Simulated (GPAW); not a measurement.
# Core-hole calculation of the Ti K edge in BaTiO3 (R3m), part 3 of 4

How does the Ti K edge of BaTiO3 (R3m) move when the bonds are compressed or stretched?

GPAW 26.7.0; X-ray absorption from dipole matrix elements to empty bands, plane-wave PAW LDA.

So far. Step 4 (Spectrum with FCH, Ti atom 2): The hole costs E(hole) − E(ground) = 4962.94 eV, and the lowest empty level of the hole cell on the spectrum's mesh lies at 8.10 eV, which puts the zero at 4971.04 eV. One term is added: -22.68 eV, since the hole is spin-paired here and a spin-polarised one costs that much less in the free atom (computed apart). The photon energy is then 4948.36 eV. The tabulated edge of the element is 4966 eV.

**7. Reference energy of the supercell**

Level of this step: plane-wave PAW DFT, LDA, self-consistent field (GPAW).

The cell changes for the next run, so it gets a reference energy of its own.

The cell differs from the one that the last finished run ended in (a 5.539 → 5.598 Å, b 5.539 → 5.598 Å, c 5.555 → 5.614 Å).

scf.py reads:

```python
import numpy as np
from ase import Atoms
from ase.parallel import parprint, paropen
from gpaw import GPAW, PW, FermiDirac, Mixer, MixerDif, setup_paths
from gpaw.test import gen
setup_paths.insert(0, '.')
gen('Ti', name='nch1s', xcname='LDA', corehole=(1, 0, 0), write_xml=True)
from gpaw.mpi import world
world.barrier()

atoms = Atoms('Ba2Ti2O6',
    cell=[[-2.7988054, 4.84767315, 0],
     [2.7988054, 4.84767315, 0],
     [0, -3.2317821, -4.58994755]],
    scaled_positions=[[0, 0, 0],
     [0.5, 0.5, 0.5],
     [0.75775, 0.75775, 0.27325],
     [0.25775, 0.25775, 0.77325],
     [0.50015, 0.99125, 0.48265],
     [0.00015, 0.49125, 0.98265],
     [0.99125, 0.50015, 0.48265],
     [0.49125, 0.00015, 0.98265],
     [0.99125, 0.99125, 0.48265],
     [0.49125, 0.49125, 0.98265]],
    pbc=True)
atoms.calc = calc = GPAW(legacy_gpaw=True, mode=PW(500, force_complex_dtype=True), xc='LDA', setups={2: 'nch1s'},
    kpts={'size': (4, 4, 4), 'gamma': True}, occupations=FermiDirac(0.02),
    charge=0, mixer=Mixer(0.1, 5, 50), maxiter=150,
    convergence={'density': 0.0001, 'eigenstates': 1e-6}, txt='scf.txt')
energy = atoms.get_potential_energy() + calc.get_reference_energy()
ef = calc.get_fermi_level()
out = dict(energy=energy, fermi=ef, forces=atoms.get_forces().tolist())
parprint(f'all-electron energy {energy:.4f} eV, Fermi level {ef:.4f} eV')
ev = np.array([[calc.get_eigenvalues(k, s) for k in range(len(calc.get_ibz_k_points()))] for s in range(calc.get_number_of_spins())])
out['homo'], out['lumo'], out['counts'] = ev[ev < ef].max(), ev[ev > ef].min(), sorted(set((ev < ef).sum((0, 2)).tolist()))
out['filled'] = (ev[:, 0] < ef).sum(1).tolist()
import json
with paropen('out.json', 'w') as f:
    json.dump(out, f)
```

Run with:

```
> OMP_NUM_THREADS=1 mpirun -n 4 gpaw python scf.py
```

Numbers of over 12 decimals in the logs are rounded to 6 here.

The program printed:

```text
Input parameters:
  convergence: {density: 0.0001,
                eigenstates: 1e-06}
  kpts: {gamma: True,
         size: (4, 4, 4)}
  maxiter: 150
  mixer: {backend: pulay,
          beta: 0.1,
          method: separate,
          nmaxold: 5,
          weight: 50}
  mode: {ecut: 500.0,
         force_complex_dtype: True,
         name: pw}
  occupations: {fixmagmom: False,
                name: fermi-dirac,
[...]
4s(2) :    -0.168799     0.990650
3p(6) :    -1.425558     0.436626
4p(0) :    -0.056429     0.981035
3d(2) :    -0.164024     0.588737
*d    :     0.835976
--------------------------------

Diagonalizing with gridspacing h=0.050

state   all-electron     PAW
-------------------------------
3s:      -2.287902    -2.288205
3p:      -1.425558    -1.426242
3d:      -0.164024    -0.164519
*f:                    0.065395
-------------------------------
all-electron energy -500815.8034 eV, Fermi level 8.3882 eV
[key lines of the parts left out:]
Converged after 21 iterations.
Dipole moment: (-0.000000, 0.352454, -10.114945) |e|*Ang
Free energy:    -84.909811
Fermi level: 8.38819
```

Run time: 29 s. Hardware: 4 MPI ranks of AMD EPYC 9R14 (Zen 4), shared host; peak memory 0.28 GiB; 1.9 min of CPU time.

Reference energy: -500815.803 eV with the cores included.

**8. Spectrum with FCH, Ti atom 2**

Shorter bonds are expected to push antibonding states and scattering resonances up, and longer ones down; the cell is scaled to test that.

Changed against the first core-hole run: volume scale from 1 to 0.97.

xas.py reads:

```python
import numpy as np
from ase import Atoms
from ase.parallel import parprint, paropen
from gpaw import GPAW, PW, FermiDirac, Mixer, MixerDif, setup_paths
from gpaw.test import gen
setup_paths.insert(0, '.')
gen('Ti', name='fch1s', xcname='LDA', corehole=(1, 0, 1), write_xml=True)
from gpaw.mpi import world
world.barrier()

atoms = Atoms('Ba2Ti2O6',
    cell=[[-2.7988054, 4.84767315, 0],
     [2.7988054, 4.84767315, 0],
     [0, -3.2317821, -4.58994755]],
    scaled_positions=[[0, 0, 0],
     [0.5, 0.5, 0.5],
     [0.75775, 0.75775, 0.27325],
     [0.25775, 0.25775, 0.77325],
     [0.50015, 0.99125, 0.48265],
     [0.00015, 0.49125, 0.98265],
     [0.99125, 0.50015, 0.48265],
     [0.49125, 0.00015, 0.98265],
     [0.99125, 0.99125, 0.48265],
     [0.49125, 0.49125, 0.98265]],
    pbc=True)
atoms.calc = calc = GPAW(legacy_gpaw=True, mode=PW(500, force_complex_dtype=True), xc='LDA', setups={2: 'fch1s'},
    kpts={'size': (4, 4, 4), 'gamma': True}, occupations=FermiDirac(0.02),
    charge=0, mixer=Mixer(0.1, 5, 50), maxiter=150,
    convergence={'density': 0.0001, 'eigenstates': 1e-6}, txt='scf.txt')
energy = atoms.get_potential_energy() + calc.get_reference_energy()
ef = calc.get_fermi_level()
out = dict(energy=energy, fermi=ef, forces=atoms.get_forces().tolist())
parprint(f'all-electron energy {energy:.4f} eV, Fermi level {ef:.4f} eV')
ev = np.array([[calc.get_eigenvalues(k, s) for k in range(len(calc.get_ibz_k_points()))] for s in range(calc.get_number_of_spins())])
out['homo'], out['lumo'], out['counts'] = ev[ev < ef].max(), ev[ev > ef].min(), sorted(set((ev < ef).sum((0, 2)).tolist()))
out['filled'] = (ev[:, 0] < ef).sum(1).tolist()

from ase.units import Ha
from gpaw.xas import dipole_matrix_elements
nb = int(calc.get_number_of_electrons() / 2) + 87
top, nb = nb, nb + 8 + nb // 12
nscf = calc.fixed_density(kpts={'size': (5, 5, 5), 'gamma': True}, nbands=nb,
    convergence={'bands': top, 'eigenstates': 5e-3}, maxiter=60, txt='nscf.txt')
cell = atoms.cell.array
ops = [cell.T @ U.T @ np.linalg.inv(cell.T) for U in nscf.wfs.kd.symmetry.op_scc]
filled = [40]  # bands filled in the ground state, by spin
E = np.arange(-6, 34, 0.1)
fwhm = np.interp(E, [4, 25], [0.94, 3.5])
Y, X, zero, highest = 0, 0, 1e9, 1e9
for spin in range(nscf.get_number_of_spins()):
    wfs = nscf.wfs
    mine = wfs.bd.get_slice()  # this rank's bands
    A = dipole_matrix_elements(wfs.setups[2])
    eps = np.zeros((wfs.kd.nibzkpts, nb))
    d = np.zeros((3, A.shape[1], wfs.kd.nibzkpts, nb), complex)
    for kpt in wfs.kpt_u:
        if kpt.s == spin and 2 in kpt.P_ani:
            eps[kpt.k, mine] = kpt.eps_n * Ha
            d[:, :, kpt.k, mine] = (kpt.weight * wfs.nspins / 2) ** 0.5 * np.inner(A, kpt.P_ani[2])
    world.sum(eps)
    world.sum(d)
    T = np.einsum('amkn,bmkn->abkn', d, d.conj()).real
    T = sum(np.einsum('ai,ijkn,bj->abkn', R, T, R) for R in ops) / len(ops)
    empty = np.ones_like(eps, bool) & (np.arange(nb) >= filled[spin])
    zero, highest = min(zero, eps[empty].min()), min(highest, eps[:, top - 1].min())
    lines = [(eps, T, empty)] if spin == 0 else lines + [(eps, T, empty)]
for eps, T, empty in lines:
    f = np.einsum('aakn->akn', T).reshape(3, -1)
    x = eps.ravel() - zero
    w = np.interp(x, E, fwhm) / 2.35482
    g = np.exp(-0.5 * ((E[:, None] - x) / w) ** 2) / (w * (2 * np.pi) ** 0.5)
    Y = Y + (f * empty.ravel()) @ g.T
    X = X + (f * ~empty.ravel()) @ g.T
out.update(E=E.round(2).tolist(), xas=Y.tolist(), xes=X.tolist(), zero=zero, valid=highest - zero, nk=len(eps), nb=nb)
for i in range(0, len(E), 10):
    parprint(f'{E[i]:7.2f}', *(f'{v:10.3e}' for v in Y[:, i]))
import json
with paropen('out.json', 'w') as f:
    json.dump(out, f)
```

Run with:

```
> OMP_NUM_THREADS=1 mpirun -n 4 gpaw python xas.py
```

The program printed:

```text
Input parameters:
  convergence: {density: 0.0001,
                eigenstates: 1e-06}
  kpts: {gamma: True,
         size: (4, 4, 4)}
  maxiter: 150
  mixer: {backend: pulay,
          beta: 0.1,
          method: separate,
          nmaxold: 5,
          weight: 50}
  mode: {ecut: 500.0,
         force_complex_dtype: True,
         name: pw}
  occupations: {fixmagmom: False,
                name: fermi-dirac,
[...]
*d    :     0.333350
--------------------------------

Diagonalizing with gridspacing h=0.050

state   all-electron     PAW
-------------------------------
3s:      -2.983269    -2.983558
3p:      -2.108060    -2.108705
3d:      -0.666650    -0.667242
*f:                   -0.026873
-------------------------------
all-electron energy -495853.3858 eV, Fermi level 7.9946 eV
[...]
32.00  3.858e-07  3.858e-07  4.144e-07
  33.00  3.776e-07  3.776e-07  4.086e-07
[key lines of the parts left out:]
Converged after 16 iterations.
Dipole moment: (-0.000000, 0.238586, -10.175190) |e|*Ang
Free energy:   -104.831501
Fermi level: 7.99463
```

The job ended after 61 s (4 MPI ranks; peak memory 0.44 GiB; 4 min of CPU time).

```
E (eV)  first run  this run
  -2.0       0.00      0.00
  -1.0       0.00      0.00
   0.0       0.03      0.03
   1.0       0.02      0.01
   2.0       0.45      0.42
   3.0       0.29      0.37
   4.0       0.06      0.04
   5.0       0.65      0.58
   6.0       0.25      0.41
   7.0       0.18      0.17
   8.0       0.19      0.19
   9.0       0.15      0.15
  10.0       0.17      0.15
  11.0       0.37      0.28
  12.0       1.26      1.00
  13.0       2.33      2.23
  14.0       2.46      2.54
  15.0       2.23      2.28
  16.0       2.00      2.06
  17.0       1.86      1.93
  18.0       1.95      1.98
  19.0       2.11      2.14
  20.0       2.04      2.14
  21.0       1.79      1.91
  22.0       1.67      1.71
  23.0       1.74      1.71
  24.0       1.86      1.84
  25.0       1.96      1.98
  26.0       2.00      2.08
  27.0       1.92      2.09
  28.0       1.71      1.94
  29.0       1.44      1.66
  30.0       1.23      1.38
  31.0       1.15      1.21
  32.0       1.12      1.16
```

Against the first run the r.m.s. difference is 7 %. The highest intensity below 24 eV goes from 13.6 eV (2.50) to 13.8 eV (2.56).

The photon energy of the zero moves by -0.10 eV.

**9. Supercell without a hole, the energy reference**

The cell changes for the next run, so it gets a reference energy of its own.

The cell differs from the one that the last finished run ended in (a 5.598 → 5.711 Å, b 5.598 → 5.711 Å, c 5.614 → 5.727 Å).

Changes to scf.py since step 7:

```diff
@@ -11,5 +11,5 @@
 atoms = Atoms('Ba2Ti2O6',
-    cell=[[-2.7988054, 4.84767315, 0],
-     [2.7988054, 4.84767315, 0],
-     [0, -3.2317821, -4.58994755]],
+    cell=[[-2.85536216, 4.94563233, 0],
+     [2.85536216, 4.94563233, 0],
+     [0, -3.29708822, -4.68269875]],
     scaled_positions=[[0, 0, 0],
```

Run with:

```
> OMP_NUM_THREADS=1 mpirun -n 4 gpaw python scf.py
```

The program printed:

```text
Input parameters:
  convergence: {density: 0.0001,
                eigenstates: 1e-06}
  kpts: {gamma: True,
         size: (4, 4, 4)}
  maxiter: 150
  mixer: {backend: pulay,
          beta: 0.1,
          method: separate,
          nmaxold: 5,
          weight: 50}
  mode: {ecut: 500.0,
         force_complex_dtype: True,
         name: pw}
  occupations: {fixmagmom: False,
                name: fermi-dirac,
[...]
4s(2) :    -0.168799     0.990650
3p(6) :    -1.425558     0.436626
4p(0) :    -0.056429     0.981035
3d(2) :    -0.164024     0.588737
*d    :     0.835976
--------------------------------

Diagonalizing with gridspacing h=0.050

state   all-electron     PAW
-------------------------------
3s:      -2.287902    -2.288205
3p:      -1.425558    -1.426242
3d:      -0.164024    -0.164519
*f:                    0.065395
-------------------------------
all-electron energy -500815.6242 eV, Fermi level 7.7150 eV
[key lines of the parts left out:]
Converged after 14 iterations.
Dipole moment: (0.000000, 0.382230, -10.484293) |e|*Ang
Free energy:    -84.730619
Fermi level: 7.71498
```

Wall time 21 s (4 MPI ranks); peak memory 0.27 GiB; 83 s of CPU time.

Reference energy: -500815.624 eV with the cores included.

**10. Spectrum with FCH, Ti atom 2**

Shorter bonds are expected to push antibonding states and scattering resonances up, and longer ones down; the cell is scaled to test that.

Changed against the first core-hole run: volume scale from 1 to 1.03.

Changes to xas.py since step 8:

```diff
@@ -11,5 +11,5 @@
 atoms = Atoms('Ba2Ti2O6',
-    cell=[[-2.7988054, 4.84767315, 0],
-     [2.7988054, 4.84767315, 0],
-     [0, -3.2317821, -4.58994755]],
+    cell=[[-2.85536216, 4.94563233, 0],
+     [2.85536216, 4.94563233, 0],
+     [0, -3.29708822, -4.68269875]],
     scaled_positions=[[0, 0, 0],
@@ -39,3 +39,3 @@
 from gpaw.xas import dipole_matrix_elements
-nb = int(calc.get_number_of_electrons() / 2) + 87
+nb = int(calc.get_number_of_electrons() / 2) + 92
 top, nb = nb, nb + 8 + nb // 12
```

Run with:

```
> OMP_NUM_THREADS=1 mpirun -n 4 gpaw python xas.py
```

The program printed:

```text
Input parameters:
  convergence: {density: 0.0001,
                eigenstates: 1e-06}
  kpts: {gamma: True,
         size: (4, 4, 4)}
  maxiter: 150
  mixer: {backend: pulay,
          beta: 0.1,
          method: separate,
          nmaxold: 5,
          weight: 50}
  mode: {ecut: 500.0,
         force_complex_dtype: True,
         name: pw}
  occupations: {fixmagmom: False,
                name: fermi-dirac,
[...]
*d    :     0.333350
--------------------------------

Diagonalizing with gridspacing h=0.050

state   all-electron     PAW
-------------------------------
3s:      -2.983269    -2.983558
3p:      -2.108060    -2.108705
3d:      -0.666650    -0.667242
*f:                   -0.026873
-------------------------------
all-electron energy -495852.1932 eV, Fermi level 7.1254 eV
[...]
32.00  3.757e-07  3.757e-07  4.008e-07
  33.00  3.550e-07  3.550e-07  3.786e-07
[key lines of the parts left out:]
Converged after 17 iterations.
Dipole moment: (0.000000, 0.237559, -10.554070) |e|*Ang
Free energy:   -103.638945
Fermi level: 7.12539
```

It took 67 s on 4 MPI ranks; peak memory 0.45 GiB.

```
E (eV)  first run  this run
  -2.0       0.00      0.00
  -1.0       0.00      0.00
   0.0       0.03      0.02
   1.0       0.02      0.03
   2.0       0.45      0.46
   3.0       0.29      0.21
   4.0       0.06      0.12
   5.0       0.65      0.63
   6.0       0.25      0.16
   7.0       0.18      0.20
   8.0       0.19      0.20
   9.0       0.15      0.16
  10.0       0.17      0.19
  11.0       0.37      0.49
  12.0       1.26      1.49
  13.0       2.33      2.35
  14.0       2.46      2.40
  15.0       2.23      2.19
  16.0       2.00      1.93
  17.0       1.86      1.80
  18.0       1.95      1.95
  19.0       2.11      2.08
  20.0       2.04      1.93
  21.0       1.79      1.70
  22.0       1.67      1.66
  23.0       1.74      1.76
  24.0       1.86      1.86
  25.0       1.96      1.91
  26.0       2.00      1.88
  27.0       1.92      1.74
  28.0       1.71      1.51
  29.0       1.44      1.28
  30.0       1.23      1.15
  31.0       1.15      1.10
  32.0       1.12      1.06
```

Against the first run the r.m.s. difference is 6 %. The highest intensity below 24 eV goes from 13.6 eV (2.50) to 13.5 eV (2.44).

The photon energy of the zero moves by +0.09 eV.

**11. Supercell without a hole, the energy reference**

The cell changes for the next run, so it gets a reference energy of its own.

The cell differs from the one that the last finished run ended in (a 5.711 → 5.766 Å, b 5.711 → 5.766 Å, c 5.727 → 5.782 Å).

Changes to scf.py since step 9:

```diff
@@ -11,5 +11,5 @@
 atoms = Atoms('Ba2Ti2O6',
-    cell=[[-2.85536216, 4.94563233, 0],
-     [2.85536216, 4.94563233, 0],
-     [0, -3.29708822, -4.68269875]],
+    cell=[[-2.88281925, 4.99318941, 0],
+     [2.88281925, 4.99318941, 0],
+     [0, -3.32879294, -4.72772747]],
     scaled_positions=[[0, 0, 0],
```

Run with:

```
> OMP_NUM_THREADS=1 mpirun -n 4 gpaw python scf.py
```

The program printed:

```text
Input parameters:
  convergence: {density: 0.0001,
                eigenstates: 1e-06}
  kpts: {gamma: True,
         size: (4, 4, 4)}
  maxiter: 150
  mixer: {backend: pulay,
          beta: 0.1,
          method: separate,
          nmaxold: 5,
          weight: 50}
  mode: {ecut: 500.0,
         force_complex_dtype: True,
         name: pw}
  occupations: {fixmagmom: False,
                name: fermi-dirac,
[...]
4s(2) :    -0.168799     0.990650
3p(6) :    -1.425558     0.436626
4p(0) :    -0.056429     0.981035
3d(2) :    -0.164024     0.588737
*d    :     0.835976
--------------------------------

Diagonalizing with gridspacing h=0.050

state   all-electron     PAW
-------------------------------
3s:      -2.287902    -2.288205
3p:      -1.425558    -1.426242
3d:      -0.164024    -0.164519
*f:                    0.065395
-------------------------------
all-electron energy -500815.3587 eV, Fermi level 7.3890 eV
[key lines of the parts left out:]
Converged after 15 iterations.
Dipole moment: (0.000000, 0.396877, -10.663222) |e|*Ang
Free energy:    -84.465056
Fermi level: 7.38902
```

Wall time 17 s (4 MPI ranks); peak memory 0.26 GiB; 67 s of CPU time.

Reference energy: -500815.359 eV with the cores included.

(Continued in part 4 of 4.)

[Banner, clock and machine lines of the logs are left out without a mark of their own.]

[Logs are printed without paths, hosts, clocks, repeated set-up lines and the standing remarks that a program may print on its own settings, such as how far it seeks lower states.]

[Hosts, paths, dates, database ids (printed as entryN), source tags and the programs' standing remarks are cut or masked in the printed files.]

[Lists of maxima count a maximum above −3 eV only where it reaches 4 % of the highest in the window and stands out from its surroundings by 2 % of it (1.5 % where it reaches 55 %); shoulders and weaker maxima are passed over, and of the rest the first, up to two pre-edge ones and the few strongest are named.]
